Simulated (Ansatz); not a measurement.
# Al2O2 bilayer (AA') in a perpendicular field, part 2 of 2

Wanted: the out-of-plane response of the Al2O2 bilayer (AA'). A positive field points along +c.

Ansatz 0.2.0; plane-wave DFT, PBE-D4, Ansatz PAW (the session's first sound run).

So far, equivalent conductor thickness p/(ε₀AE) (Å): step 9 (response, atoms held, PBE D4) 9.46; step 12 (LDA) 9.50; step 15 (PBE) 9.46.

### 17. Same geometry, cutoff 500 eV, functional r2SCAN (run 2)

input.yaml reads:

```yaml
crystal:
  lattice:
    - [2.9554486587, 0.0, 0.0]
    - [-1.4777243293, 2.559493618, 0.0]
    - [0.0, 0.0, 28.3793036423]
  atoms:
    - { symbol: O, position: [0.3333333333, 0.6666666667, 0.3171325172] }
    - { symbol: Al, position: [0.0, 0.0, 0.3404960412] }
    - { symbol: Al, position: [0.0, 0.0, 0.4322414524] }
    - { symbol: O, position: [0.3333333333, 0.6666666667, 0.455255106] }
    - { symbol: O, position: [0.0, 0.0, 0.544744894] }
    - { symbol: Al, position: [0.3333333333, 0.6666666667, 0.5677585476] }
    - { symbol: Al, position: [0.3333333333, 0.6666666667, 0.6595039588] }
    - { symbol: O, position: [0.0, 0.0, 0.6828674828] }
kpoints:
  mp_grid: { grid: [12, 12, 1] }
hamiltonian:
  xc: r2scan
scf:
  occupations: { method: fermi_dirac, width: 0.02585 }
  convergence: { dr2_threshold: 1.0e-09 }
efield:
  axis: 3
  dipole_correction: true
  ramp_position: 0.97
  ramp_width: 0.06
  amplitude: -0.1
output:
  write_potential: true
  write_density: true
  volumetric_format: npy
```

Started as:

```bash
$ ansatz run input.yaml --threads 4 --pin off --max-ram 6144MiB --backend cpu --events-out ev --progress --plain --runs-dir out
```

The job ended after 6.8 s (4 threads of Intel Xeon Platinum 8488C (Sapphire Rapids), shared host; peak memory 0.96 GiB; 26 s of CPU time).

The dipole is -0.0386 e·Å.

### 18. Response at this level

This step: plane-wave DFT, r2SCAN, Ansatz PAW; response to a field along the normal, atoms held (Ansatz 0.2.0).

The induced dipole is that of a conductor 9.23 Å thick.

### 19. Same geometry, cutoff 420 eV, functional HSE06

This step: plane-wave DFT, HSE06, Ansatz PAW (Ansatz 0.2.0).

The geometry is kept and the functional is HSE06; other changes against the main runs: SCF threshold 1.0e-10 → 1.0e-09 eV, k-mesh 18×18×1 → 12×12×1 and no dispersion term, which doesn't act on the electrons.

input.yaml: that of step 17 with these lines changed.

```diff
@@ -17,3 +17,3 @@
 hamiltonian:
-  xc: r2scan
+  xc: hse06
 scf:
@@ -26,3 +26,3 @@
   ramp_width: 0.06
-  amplitude: -0.1
+  amplitude: 0.1
 output:
```

It took 59 s on 4 threads; peak memory 5.2 GiB.

The dipole is 0.0381 e·Å.

### 20. Same geometry, cutoff 420 eV, functional HSE06 (run 2)

input.yaml: that of step 19 with these lines changed.

```diff
@@ -26,3 +26,3 @@
   ramp_width: 0.06
-  amplitude: 0.1
+  amplitude: -0.1
 output:
```

It took 57 s on 4 threads; peak memory 5.2 GiB; 3.7 min of CPU time.

The dipole is -0.0381 e·Å.

### 21. Side by side

Times are for 4 threads of Intel Xeon Platinum 8488C (Sapphire Rapids), shared host. The series side by side:

```csv
no.,functional,field,dipole along the normal (e·Å),time,memory (GiB)
1,lda,0.1 V/Å,0.03972,2.7 s,0.54
2,lda,-0.1 V/Å,-0.03972,2.7 s,0.54
3,pbe,0.1 V/Å,0.03957,2.7 s,0.55
4,pbe,-0.1 V/Å,-0.03956,2.7 s,0.55
5,r2scan,0.1 V/Å,0.03858,6.8 s,0.96
6,r2scan,-0.1 V/Å,-0.03857,6.8 s,0.96
7,hse06,0.1 V/Å,0.03810,59 s,5.2
8,hse06,-0.1 V/Å,-0.03810,57 s,5.2
```

### 22. Response at this level

This step: plane-wave DFT, HSE06, Ansatz PAW; response to a field along the normal, atoms held (Ansatz 0.2.0).

The induced dipole is that of a conductor 9.11 Å thick.

### 23. Varying the input

This step: plane-wave DFT, PBE-D4, Ansatz PAW (Ansatz 0.2.0).

An input spoilt on purpose, to show how the run answers: it repeats the earlier run at 0.1 V/Å with efield.axis from 3 to 1, and scf.max_iter set to 80.

input.yaml: that of step 20 with these lines changed.

```diff
@@ -15,10 +15,15 @@
 kpoints:
-  mp_grid: { grid: [12, 12, 1] }
+  mp_grid: { grid: [18, 18, 1] }
+  band_path:
+    path: [[0, 0, 0], [0.5, 0, 0], [0.33333333, 0.33333333, 0], [0, 0, 0]]
+    npoints: 16
 hamiltonian:
-  xc: hse06
+  xc: pbe
+  dispersion: d4
 scf:
   occupations: { method: fermi_dirac, width: 0.02585 }
-  convergence: { dr2_threshold: 1.0e-09 }
+  convergence: { dr2_threshold: 1.0e-10 }
+  max_iter: 80
 efield:
-  axis: 3
+  axis: 1
   dipole_correction: true
@@ -26,3 +31,3 @@
   ramp_width: 0.06
-  amplitude: -0.1
+  amplitude: 0.1
 output:
```

The job ended after 0.27 s (4 threads; peak memory 0.44 GiB).

The program refused the input before any cycle.

The program's message: “Error: efield: ion 1 (Al) at fractional coordinate 0.0000 along the field axis lies inside the sawtooth ramp with 2 of the planes that the density is read on at each end, [0.8700, 0.1300] — the ramp m …”

The fault put into the input: the field along an axis without vacuum.

### 24. Varying the input: efield.amplitude = -0.3

Another changed input: it repeats the earlier run at 0.1 V/Å with efield.amplitude from 0.1 to -0.3.

input.yaml: that of step 23 with these lines changed.

```diff
@@ -25,5 +25,4 @@
   convergence: { dr2_threshold: 1.0e-10 }
-  max_iter: 80
 efield:
-  axis: 1
+  axis: 3
   dipole_correction: true
@@ -31,3 +30,3 @@
   ramp_width: 0.06
-  amplitude: 0.1
+  amplitude: -0.3
 output:
```

It took 7 s on 4 threads; peak memory 0.62 GiB.

This step gave:

```yaml
dipole_along_the_normal: -0.1188 e·Å
gap_along_the_path: 0.7353 eV
smallest_direct_gap_along_the_path: 0.9409 eV
gap_the_smaller_of_path_and_mesh: 0.7353 eV
```

Electronic bands along the path, in eV, zero at the Fermi level of the run, which the smearing sets inside the gap:

```csv
point,band 15,band 16,band 17,band 18,band 19,band 20,band 21,band 22
Γ,-4.80,-4.80,-3.43,-2.58,0.87,1.65,2.64,3.28
halfway,-5.15,-5.12,-2.53,-1.96,2.86,3.43,3.80,4.16
M,-5.15,-4.64,-1.75,-1.22,0.37,0.94,3.67,4.24
halfway,-5.06,-4.57,-1.44,-0.91,0.67,1.20,4.33,4.82
K,-5.05,-4.49,-0.89,-0.36,0.58,1.11,3.52,4.04
halfway,-5.49,-4.99,-2.34,-1.81,3.39,3.90,3.99,4.37
Γ,-4.80,-4.80,-3.43,-2.58,0.87,1.65,2.64,3.28
```

```csv
quantity,this run,earlier run,difference
dipole along the normal (e·Å),-0.1188,0.03957,-0.16
gap along the path (eV),0.7353,1.053,-0.32
smallest direct gap along the path (eV),0.9409,1.287,-0.35
```

The applied field differs, and the slope found earlier predicts a dipole of -0.119 e·Å; this run gives -0.119 e·Å, in line with it.

Besides the dipole, what moves beyond 0.01 in its unit (for the dipole 0.5 % and 5e-5 e·Å): smallest direct gap along the path (-0.346 eV) and gap along the path (-0.317 eV).

### 25. What came out

```yaml
gap_without_field: 1.17 eV
ionisation_energy_upper_face: 4.94 eV
electron_affinity_upper_face: 3.77 eV
equivalent_conductor_thickness_atoms_held: 9.46 Å
equivalent_conductor_thickness_lda: 9.50 Å
equivalent_conductor_thickness_pbe: 9.46 Å
equivalent_conductor_thickness_r2scan: 9.23 Å
equivalent_conductor_thickness_hse06: 9.11 Å
```

**Reading.** The induced dipole equals that of a perfect conductor 9.46 Å thick, while the outer atoms lie 10.38 Å apart; an out-of-plane ε follows only once a thickness t is chosen, by 1 − 1/ε = 9.46 Å / t. The gap goes from 1.17 eV to 0.65 eV at 0.35 V/Å. Across the functionals the thickness runs from 9.11 to 9.50 Å; those runs use a coarser k-mesh, so they are to be compared with each other. With the field reversed the gap is 0.90 eV at -0.2 V/Å. Semilocal functionals give gaps that are too small, and excitons are not included.

[Logs are printed without paths, hosts, clocks, repeated set-up lines and the standing remarks that a program may print on its own settings, such as how far it seeks lower states.]

[Hosts, paths, dates, database ids (printed as entryN), source tags and the programs' standing remarks are cut or masked in the printed files.]

[Maps of the electrostatic potential energy from Ansatz leave out the sawtooth potential of an applied field or a dipole correction, so their vacuum need not be flat; planar profiles and work functions include it.]
